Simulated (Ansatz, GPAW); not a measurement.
# A 9-layer slab of Ca(100): work function by functional and basis

Wanted: work functions and dipole of a 9-layer slab of Ca(100), with the cost of each level.

Calculated with GPAW 26.7.0 and Ansatz 0.2.0; Ansatz plane waves; slab in vacuum with a dipole correction, relaxation, in the first sound run; inputs show where later runs differ.

This is a report of a sequence of runs, with most program output left out.

## 1. Set-up

The cell holds 9 atoms: 9 Ca. Its edges and angles: a = 3.946 Å, b = 3.946 Å, c = 38.320 Å, α = 90.0°, β = 90.0°, γ = 90.0°. Vacuum lies along c.

## 2. Relaxation

Forces are removed first; all later runs use this geometry. The lowest 4 atoms are held at bulk positions and keep their forces.

Contents of input.yaml:

```yaml
crystal:
  lattice:
    - [3.945655839, 0.0, 0.0]
    - [0.0, 3.945655839, 0.0]
    - [0.0, 0.0, 38.32]
  atoms:
    - { symbol: Ca, position: [0.0, 0.0, 0.2087682672] }
    - { symbol: Ca, position: [0.5, 0.5, 0.2815762004] }
    - { symbol: Ca, position: [0.0, 0.0, 0.3543841336] }
    - { symbol: Ca, position: [0.5, 0.5, 0.4271920668] }
    - { symbol: Ca, position: [0.0, 0.0, 0.5] }
    - { symbol: Ca, position: [0.5, 0.5, 0.5728079332] }
    - { symbol: Ca, position: [0.0, 0.0, 0.6456158664] }
    - { symbol: Ca, position: [0.5, 0.5, 0.7184237996] }
    - { symbol: Ca, position: [0.0, 0.0, 0.7912317328] }
kpoints:
  mp_grid: { grid: [8, 8, 1] }
hamiltonian:
  xc: pbe
scf:
  occupations: { method: fermi_dirac, width: 0.1 }
efield:
  axis: 3
  dipole_correction: true
  ramp_width: 0.05
relax:
  f_tol: 0.02
  max_steps: 60
  constraints: [{ sites: [0, 1, 2, 3] }]
output:
  write_potential: true
  write_density: true
  volumetric_format: npy
```

Run with:

```sh
> ansatz run input.yaml --threads 4 --pin off --max-ram 8192MiB --backend cpu --events-out ev --progress --plain --runs-dir out
```

Run time: 2 min. Hardware: 4 threads of Arm Neoverse N1, shared host; peak memory 1.2 GiB.

Step by step:

```
step  energy less that of the first step (eV)  largest force component (eV/Å)
   1                                   0.0000                          0.1291
   2                                  -0.0092                          0.0776
   3                                  -0.0154                          0.0125
   4                                  -0.0161                          0.0067
   5                                  -0.0160                          0.0126
```

Forces are held to the 8 operations that the run works with; a distortion that breaks them can't arise in this run.

The atoms that moved most (Å):

```csv
atom,dx,dy,dz,length
Ca9,0.000,0.000,-0.418,0.418
Ca8,0.000,0.000,-0.280,0.280
Ca7,0.000,0.000,-0.214,0.214
Ca6,0.000,0.000,-0.141,0.141
Ca5,0.000,0.000,-0.065,0.065
```

Final coordinates:

```
Ca
1.0
     3.94566    0.00000    0.00000
     0.00000    3.94566    0.00000
     0.00000    0.00000   38.32000
Ca
9
Direct
  0.00000 0.00000 0.20877
  0.50000 0.50000 0.28158
  0.00000 0.00000 0.35438
  0.50000 0.50000 0.42719
  0.00000 0.00000 0.49829
  0.50000 0.50000 0.56913
  0.00000 0.00000 0.64003
  0.50000 0.50000 0.71112
  0.00000 0.00000 0.78032
```

Numbers from this step:

| Property | Result |
| --- | --- |
| free energy | -16351.0311 eV |
| smearing term TS | 0.3659 eV |
| symmetry operations | 8 |
| upper work function | 2.766 eV |
| lower work function | 2.782 eV |
| dipole along the normal | 0.001372 e·Å |
| dipole field | 4.16e-4 V/Å |
| vacuum level above | 4.983 eV |
| vacuum level below | 4.999 eV |

The electrostatic potential energy of an electron (with the applied field's), less the Fermi level, planar mean oscillates, so the rows of the table below give means over windows of 2.7 Å about each position, cut where the curve ends. Its maxima inside the range that stand out by 2 % of the span (Å: eV): 9.4: 0.807, 12.2: 0.747, 15.0: 0.727, 17.7: 0.576, 20.4: 0.546, 23.1: 0.549, 25.8: 0.553, 28.5: 0.433. Its minima: 7.9: -7.87, 10.8: -7.54, 13.6: -7.54, 16.3: -7.52, 19.2: -7.46, 21.9: -7.50, 24.6: -7.53, 27.2: -7.47, 29.9: -7.83.

Table of electrostatic potential energy of an electron (with the applied field's), less the Fermi level, planar mean by z; means over each step:

| z (Å) | electrostatic potential energy of an electron (with the applied field's), less the Fermi level, planar mean (eV) |
| --- | --- |
| 1.35 | 2.78 |
| 4.05 | 2.74 |
| 6.75 | -0.970 |
| 9.45 | -2.65 |
| 12.15 | -2.64 |
| 14.85 | -2.65 |
| 17.55 | -2.88 |
| 20.25 | -2.91 |
| 22.95 | -2.91 |
| 25.65 | -2.88 |
| 28.35 | -3.12 |
| 31.05 | -1.32 |
| 33.75 | 2.72 |
| 36.45 | 2.77 |

The valence density, planar mean oscillates, so the rows of the table below give means over windows of 2.7 Å about each position, cut where the curve ends. Its maxima inside the range that stand out by 2 % of the span (Å: e/Å³): 7.9: 0.547, 10.8: 0.551, 13.6: 0.549, 16.3: 0.549, 19.2: 0.547, 21.9: 0.550, 24.6: 0.552, 27.2: 0.553, 29.9: 0.549. Its minima: 9.4: 0.0556, 12.2: 0.0536, 15.0: 0.0539, 17.7: 0.0558, 20.4: 0.0560, 23.1: 0.0561, 25.8: 0.0556, 28.5: 0.0608.

Valence density, planar mean against z; means over each step:

| z (Å) | valence density, planar mean (e/Å³) |
| --- | --- |
| 1.35 | 4.4e-6 |
| 4.05 | 7.8e-4 |
| 6.75 | 0.137 |
| 9.45 | 0.221 |
| 12.15 | 0.220 |
| 14.85 | 0.221 |
| 17.55 | 0.233 |
| 20.25 | 0.235 |
| 22.95 | 0.235 |
| 25.65 | 0.234 |
| 28.35 | 0.247 |
| 31.05 | 0.157 |
| 33.75 | 9.2e-4 |
| 36.45 | 5.4e-6 |

The relaxation lowered the energy of the cell by 0.0160 eV.

## 3. The slab's potential

With the geometry fixed, the planar mean of the potential gives the vacuum level on each side.

This step: GPAW, PAW setups; slab in vacuum (GPAW 26.7.0).

Contents of run.py:

```python
import json
import numpy as np
from ase import Atoms
from gpaw import GPAW, PW

slab = Atoms(
    ['Ca', 'Ca', 'Ca', 'Ca', 'Ca', 'Ca', 'Ca', 'Ca', 'Ca'],
    positions=[
        [0.00000, 0.00000, 8.00000],
        [1.97283, 1.97283, 10.79000],
        [0.00000, 0.00000, 13.58000],
        [1.97283, 1.97283, 16.37000],
        [-0.00000, 0.00000, 19.09454],
        [1.97283, 1.97283, 21.80915],
        [-0.00000, 0.00000, 24.52593],
        [1.97283, 1.97283, 27.25023],
        [-0.00000, 0.00000, 29.90198]],
    cell=[[3.94566, 0.0, 0.0], [0.0, 3.94566, 0.0], [0.0, 0.0, 38.32]],
    pbc=[True, True, False])

slab.calc = GPAW(mode=PW(400), xc='PBE', kpts={'size': (8, 8, 1), 'gamma': True},
                 occupations={'name': 'fermi-dirac', 'width': 0.1}, nbands='160%',
                 convergence={'density': 1e-05}, maxiter=200,
                 poissonsolver={'dipolelayer': 'xy'},
                 symmetry={'tolerance': 1e-3}, txt='slab.txt')
result = {}
energy = slab.get_potential_energy()
fermi = slab.calc.get_fermi_level()
v = slab.calc.get_electrostatic_potential().mean((0, 1)) - fermi
n = slab.calc.get_pseudo_density().mean((0, 1))
L = slab.cell[2, 2]
z = np.arange(len(v)) * L / len(v)
low, high = slab.positions[:, 2].min(), slab.positions[:, 2].max()
below, above = np.interp([low - 5.8, high + 5.8], z, v)
slopes = [np.interp(x, z, np.gradient(v, z)) for x in (low - 5.8, high + 5.8)]
eps = np.array([[slab.calc.get_eigenvalues(k, s) for k in range(len(slab.calc.get_ibz_k_points()))]
                for s in range(slab.calc.get_number_of_spins())]) - fermi
top, bottom = eps[eps < 0].max(), eps[eps > 0].min()
dipole = slab.get_dipole_moment()[2]
print(f'energy {energy:.4f} eV, Fermi level {fermi:.4f} eV, dipole {dipole:.5f} e A')
print(f'potential 5.8 A off the faces, from the Fermi level: lower {below:.4f} eV, upper {above:.4f} eV')
print(f'slope of the potential there: lower {slopes[0]:.5f}, upper {slopes[1]:.5f} eV/A')
print(f'nearest levels on the mesh: {top:.4f} and {bottom:.4f} eV')
print('magnetic moment', round(slab.get_magnetic_moment(), 3))
result.update(energy=energy, fermi=fermi, dipole=dipole, below=below, above=above, slopes=slopes, edges=[top, bottom],
              z=z.tolist(), v=v.tolist(), n=n.tolist(), positions=slab.positions.tolist(),
              forces=slab.get_forces(apply_constraint=False).tolist(), moments=slab.get_magnetic_moments().tolist())
json.dump(result, open('result.json', 'w'))
```

Run with:

```sh
> OMP_NUM_THREADS=1 OPENBLAS_NUM_THREADS=1 python run.py
```

Elapsed: 22 min, on 1 thread; peak memory 0.49 GiB.

This step gave:

| Quantity | Value |
| --- | --- |
| dipole along the normal | 0.001538 e·Å |
| levels nearest the Fermi level on the mesh | -0.003994, 0.02267 eV from the Fermi level |
| upper work function | 2.770 eV |
| lower work function | 2.787 eV |

The electrostatic potential energy of an electron (without an applied field's), less the Fermi level, planar mean oscillates, so the rows of the table below give means over windows of 2.77 Å about each position, cut where the curve ends. Its maxima inside the range that stand out by 2 % of the span (Å: eV): 9.4: 0.801, 12.1: 0.732, 14.9: 0.717, 17.8: 0.562, 20.4: 0.540, 23.1: 0.524, 25.9: 0.562, 28.5: 0.426. Its minima: 8.1: -9.65, 10.8: -9.54, 13.6: -9.56, 16.4: -9.60, 19.1: -9.52, 21.8: -9.58, 24.6: -9.46, 27.2: -9.53, 29.9: -9.89.

Electrostatic potential energy of an electron (without an applied field's), less the Fermi level, planar mean against z; means over each step:

| z (Å) | electrostatic potential energy of an electron (without an applied field's), less the Fermi level, planar mean (eV) |
| --- | --- |
| 1.39 | 2.79 |
| 4.16 | 2.74 |
| 6.93 | -1.96 |
| 9.70 | -3.13 |
| 12.47 | -3.14 |
| 15.24 | -3.13 |
| 18.01 | -3.34 |
| 20.78 | -3.40 |
| 23.55 | -3.36 |
| 26.32 | -3.29 |
| 29.09 | -3.61 |
| 31.86 | 1.38 |
| 34.63 | 2.76 |
| 37.40 | 2.77 |

The pseudo valence density, planar mean oscillates, so the rows of the table below give means over windows of 2.77 Å about each position, cut where the curve ends. Its maxima inside the range that stand out by 2 % of the span (Å: e/Å³): 8.1: 0.591, 10.9: 0.601, 13.6: 0.608, 16.4: 0.612, 19.2: 0.603, 21.7: 0.591, 24.5: 0.609, 27.2: 0.615, 29.8: 0.589. Its minima: 9.4: 0.0555, 12.1: 0.0537, 14.9: 0.0539, 17.7: 0.0561, 20.4: 0.0560, 23.2: 0.0561, 26.0: 0.0559, 28.5: 0.0607.

Pseudo valence density, planar mean against z; means over each step:

| z (Å) | pseudo valence density, planar mean (e/Å³) |
| --- | --- |
| 1.39 | 5.1e-6 |
| 4.16 | 9.8e-4 |
| 6.93 | 0.173 |
| 9.70 | 0.229 |
| 12.47 | 0.229 |
| 15.24 | 0.229 |
| 18.01 | 0.239 |
| 20.78 | 0.240 |
| 23.55 | 0.239 |
| 26.32 | 0.237 |
| 29.09 | 0.243 |
| 31.86 | 0.0282 |
| 34.63 | 2.0e-4 |
| 37.40 | 1.2e-6 |

Force by atom:

| atom | x (eV/Å) | y (eV/Å) | z (eV/Å) | size |
| --- | --- | --- | --- | --- |
| Ca1 | 0.000 | 0.000 | 0.122 | 0.122 |
| Ca2 | 0.000 | 0.000 | -0.076 | 0.076 |
| Ca3 | 0.000 | 0.000 | 0.001 | 0.001 |
| Ca4 | 0.000 | 0.000 | -0.056 | 0.056 |
| Ca5 | 0.000 | 0.000 | -0.005 | 0.005 |
| Ca6 | 0.000 | 0.000 | 0.002 | 0.002 |
| Ca7 | 0.000 | 0.000 | 0.013 | 0.013 |
| Ca8 | 0.000 | 0.000 | -0.013 | 0.013 |
| Ca9 | 0.000 | 0.000 | 0.011 | 0.011 |

The potential is flat to 8.2e-4 eV/Å where it is read, so the vacuum is wide enough. The geometry is the other program's minimum; here the largest force on a free atom is 0.013 eV/Å.

## 4. Self-consistent run: xc = "revPBE"

The same geometry under revPBE, to see how far the functional moves the levels against the vacuum.

Changes to run.py since step 3:

```diff
@@ -20,3 +20,3 @@
 
-slab.calc = GPAW(mode=PW(400), xc='PBE', kpts={'size': (8, 8, 1), 'gamma': True},
+slab.calc = GPAW(mode=PW(400), xc='revPBE', kpts={'size': (8, 8, 1), 'gamma': True},
                  occupations={'name': 'fermi-dirac', 'width': 0.1}, nbands='160%',
```

It took 26 min on 1 thread; peak memory 0.49 GiB.

Numbers from this step:

```
dipole along the normal                    : 0.001778 e·Å
levels nearest the Fermi level on the mesh : -0.003765, 0.01632 eV from the Fermi level
upper work function                        : 2.694 eV
lower work function                        : 2.714 eV
```

The electrostatic potential energy of an electron (without an applied field's), less the Fermi level, planar mean oscillates, so the rows of the table below give means over windows of 2.77 Å about each position, cut where the curve ends. Its maxima inside the range that stand out by 2 % of the span (Å: eV): 9.4: 0.718, 12.1: 0.646, 14.9: 0.630, 17.8: 0.474, 20.4: 0.452, 23.1: 0.436, 25.9: 0.474, 28.5: 0.339. Its minima: 8.1: -9.71, 10.8: -9.61, 13.6: -9.63, 16.4: -9.67, 19.1: -9.59, 21.8: -9.66, 24.6: -9.53, 27.2: -9.60, 29.9: -9.96.

Electrostatic potential energy of an electron (without an applied field's), less the Fermi level, planar mean against z; means over each step:

z (Å), electrostatic potential energy of an electron (without an applied field's), less the Fermi level, planar mean (eV) and a bar from the least value:
```
     1.39       2.71 ##############################
     4.16       2.66 ##############################
     6.93      -2.03 ########
     9.70      -3.21 ##
    12.47      -3.22 ##
    15.24      -3.21 ##
    18.01      -3.42 #
    20.78      -3.48 #
    23.55      -3.44 #
    26.32      -3.37 #
    29.09      -3.69 
    31.86       1.30 #######################
    34.63       2.68 ##############################
    37.40       2.70 ##############################
```

The pseudo valence density, planar mean oscillates, so the rows of the table below give means over windows of 2.77 Å about each position, cut where the curve ends. Its maxima inside the range that stand out by 2 % of the span (Å: e/Å³): 8.1: 0.591, 10.9: 0.601, 13.6: 0.608, 16.4: 0.613, 19.2: 0.603, 21.7: 0.591, 24.5: 0.610, 27.2: 0.615, 29.8: 0.589. Its minima: 9.4: 0.0555, 12.1: 0.0537, 14.9: 0.0538, 17.7: 0.0560, 20.4: 0.0559, 23.2: 0.0560, 26.0: 0.0558, 28.5: 0.0606.

The pseudo valence density, planar mean by z; means over each step:

```csv
z (Å),"pseudo valence density, planar mean (e/Å³)"
1.39,5.5e-6
4.16,9.7e-4
6.93,0.173
9.70,0.229
12.47,0.229
15.24,0.229
18.01,0.239
20.78,0.240
23.55,0.239
26.32,0.237
29.09,0.243
31.86,0.0282
34.63,2.0e-4
37.40,1.4e-6
```

Force by atom:

```
atom  x (eV/Å)  y (eV/Å)  z (eV/Å)    size
 Ca1    0.0000    0.0000    0.0586  0.0586
 Ca2    0.0000    0.0000   -0.0767  0.0767
 Ca3    0.0000    0.0000    0.0004  0.0004
 Ca4    0.0000    0.0000   -0.0589  0.0589
 Ca5    0.0000    0.0000   -0.0057  0.0057
 Ca6    0.0000    0.0000    0.0016  0.0016
 Ca7    0.0000    0.0000    0.0124  0.0124
 Ca8    0.0000    0.0000   -0.0171  0.0171
 Ca9    0.0000    0.0000    0.0824  0.0824
```

The upper face's work function is 2.694 eV, against 2.770 eV in the first plane-wave PBE run at this geometry.

## 5. Self-consistent run: xc = "LDA"

The same geometry under LDA, to see how far the functional moves the levels against the vacuum.

Changes to run.py since step 4:

```diff
@@ -20,3 +20,3 @@
 
-slab.calc = GPAW(mode=PW(400), xc='revPBE', kpts={'size': (8, 8, 1), 'gamma': True},
+slab.calc = GPAW(mode=PW(400), xc='LDA', kpts={'size': (8, 8, 1), 'gamma': True},
                  occupations={'name': 'fermi-dirac', 'width': 0.1}, nbands='160%',
```

Run time: 20 min. Hardware: 1 thread; peak memory 0.5 GiB.

Numbers from this step:

```yaml
dipole_along_the_normal: 0.001335 e·Å
levels_nearest_the_fermi_level_on_the_mesh: -0.008304, 0.01989 eV from the Fermi level
upper_work_function: 2.892 eV
lower_work_function: 2.906 eV
```

The electrostatic potential energy of an electron (without an applied field's), less the Fermi level, planar mean oscillates, so the rows of the table below give means over windows of 2.77 Å about each position, cut where the curve ends. Its maxima inside the range that stand out by 2 % of the span (Å: eV): 9.4: 1.01, 12.1: 0.943, 14.9: 0.929, 17.8: 0.779, 20.4: 0.758, 23.1: 0.742, 25.9: 0.779, 28.5: 0.647. Its minima: 8.1: -9.48, 10.8: -9.37, 13.6: -9.39, 16.4: -9.43, 19.1: -9.35, 21.8: -9.41, 24.6: -9.29, 27.2: -9.35, 29.9: -9.74.

Electrostatic potential energy of an electron (without an applied field's), less the Fermi level, planar mean against z; means over each step:

z (Å), electrostatic potential energy of an electron (without an applied field's), less the Fermi level, planar mean (eV) and a bar from the least value:
```
     1.39       2.91 ##############################
     4.16       2.86 ##############################
     6.93      -1.81 ########
     9.70      -2.93 ##
    12.47      -2.94 ##
    15.24      -2.93 ##
    18.01      -3.14 #
    20.78      -3.20 #
    23.55      -3.16 #
    26.32      -3.09 ##
    29.09      -3.41 
    31.86       1.52 #######################
    34.63       2.88 ##############################
    37.40       2.89 ##############################
```

The upper face's work function is 2.892 eV, against 2.770 eV in the first plane-wave PBE run at this geometry.

## 6. Self-consistent run: xc = "vdW-DF2"

The same geometry under vdW-DF2, to see how far the functional moves the levels against the vacuum (the van der Waals functionals take revPBE setups).

Changes to run.py since step 5:

```diff
@@ -20,3 +20,3 @@
 
-slab.calc = GPAW(mode=PW(400), xc='LDA', kpts={'size': (8, 8, 1), 'gamma': True},
+slab.calc = GPAW(mode=PW(400), xc='vdW-DF2', kpts={'size': (8, 8, 1), 'gamma': True},
                  occupations={'name': 'fermi-dirac', 'width': 0.1}, nbands='160%',
```

Wall time 33 min (1 thread); peak memory 0.84 GiB.

Numbers from this step:

| Quantity | Value |
| --- | --- |
| dipole along the normal | 0.001227 e·Å |
| levels nearest the Fermi level on the mesh | -0.02320, 0.03324 eV from the Fermi level |
| upper work function | 2.966 eV |
| lower work function | 2.979 eV |

The upper face's work function is 2.966 eV, against 2.770 eV in the first plane-wave PBE run at this geometry.

## 7. Self-consistent run: xc = "RPBE"

The same geometry under RPBE, to see how far the functional moves the levels against the vacuum.

Changes to run.py since step 6:

```diff
@@ -20,3 +20,3 @@
 
-slab.calc = GPAW(mode=PW(400), xc='vdW-DF2', kpts={'size': (8, 8, 1), 'gamma': True},
+slab.calc = GPAW(mode=PW(400), xc='RPBE', kpts={'size': (8, 8, 1), 'gamma': True},
                  occupations={'name': 'fermi-dirac', 'width': 0.1}, nbands='160%',
```

Elapsed: 25 min, on 1 thread; peak memory 0.49 GiB.

Numbers from this step:

```
dipole along the normal                    : 0.001720 e·Å
levels nearest the Fermi level on the mesh : -0.003756, 0.01429 eV from the Fermi level
upper work function                        : 2.693 eV
lower work function                        : 2.713 eV
```

The upper face's work function is 2.693 eV, against 2.770 eV in the first plane-wave PBE run at this geometry.

## 8. OptPBE vdW: xc = "optPBE-vdW"

The same geometry under optPBE-vdW, to see how far the functional moves the levels against the vacuum (the van der Waals functionals take revPBE setups).

Changes to run.py since step 7:

```diff
@@ -20,3 +20,3 @@
 
-slab.calc = GPAW(mode=PW(400), xc='RPBE', kpts={'size': (8, 8, 1), 'gamma': True},
+slab.calc = GPAW(mode=PW(400), xc='optPBE-vdW', kpts={'size': (8, 8, 1), 'gamma': True},
                  occupations={'name': 'fermi-dirac', 'width': 0.1}, nbands='160%',
```

It took 36 min on 1 thread; peak memory 0.85 GiB.

This step gave:

```yaml
dipole_along_the_normal: 0.001356 e·Å
levels_nearest_the_fermi_level_on_the_mesh: -0.004218, 0.009845 eV from the Fermi level
upper_work_function: 2.898 eV
lower_work_function: 2.913 eV
```

The upper face's work function is 2.898 eV, against 2.770 eV in the first plane-wave PBE run at this geometry.

## 9. Real-space grid: mode = "fd"

A real-space grid is a second complete basis, so it checks the plane-wave result.

Changes to run.py since step 8:

```diff
@@ -3,3 +3,3 @@
 from ase import Atoms
-from gpaw import GPAW, PW
+from gpaw import GPAW
 
@@ -20,3 +20,3 @@
 
-slab.calc = GPAW(mode=PW(400), xc='optPBE-vdW', kpts={'size': (8, 8, 1), 'gamma': True},
+slab.calc = GPAW(mode='fd', h=0.18, xc='PBE', kpts={'size': (8, 8, 1), 'gamma': True},
                  occupations={'name': 'fermi-dirac', 'width': 0.1}, nbands='160%',
```

Elapsed: 2.4 h, on 1 thread; peak memory 2.2 GiB.

This step gave:

```yaml
dipole_along_the_normal: 0.001443 e·Å
levels_nearest_the_fermi_level_on_the_mesh: -0.004305, 0.02320 eV from the Fermi level
upper_work_function: 2.769 eV
lower_work_function: 2.786 eV
```

The upper face's work function is 2.769 eV, against 2.770 eV in the first plane-wave PBE run at this geometry.

## 10. All levels side by side

Times are for 1 thread of Arm Neoverse N1, shared host. The series side by side:

| no. | run | upper work function (eV) | lower work function (eV) | time | memory (GiB) |
| --- | --- | --- | --- | --- | --- |
| 1 | pw | 2.770 | 2.787 | 22 min | 0.49 |
| 2 | revPBE | 2.694 | 2.714 | 26 min | 0.49 |
| 3 | LDA | 2.892 | 2.906 | 20 min | 0.5 |
| 4 | vdW DF2 | 2.966 | 2.979 | 33 min | 0.84 |
| 5 | RPBE | 2.693 | 2.713 | 25 min | 0.49 |
| 6 | optPBE vdW | 2.898 | 2.913 | 36 min | 0.85 |
| 7 | fd | 2.769 | 2.786 | 2.4 h | 2.2 |

(Continued in part 2 of 2.)

[Logs are printed without paths, hosts, clocks, repeated set-up lines and the standing remarks that a program may print on its own settings, such as how far it seeks lower states.]

[Hosts, paths, dates, database ids (printed as entryN), source tags and the programs' standing remarks are cut or masked in the printed files.]
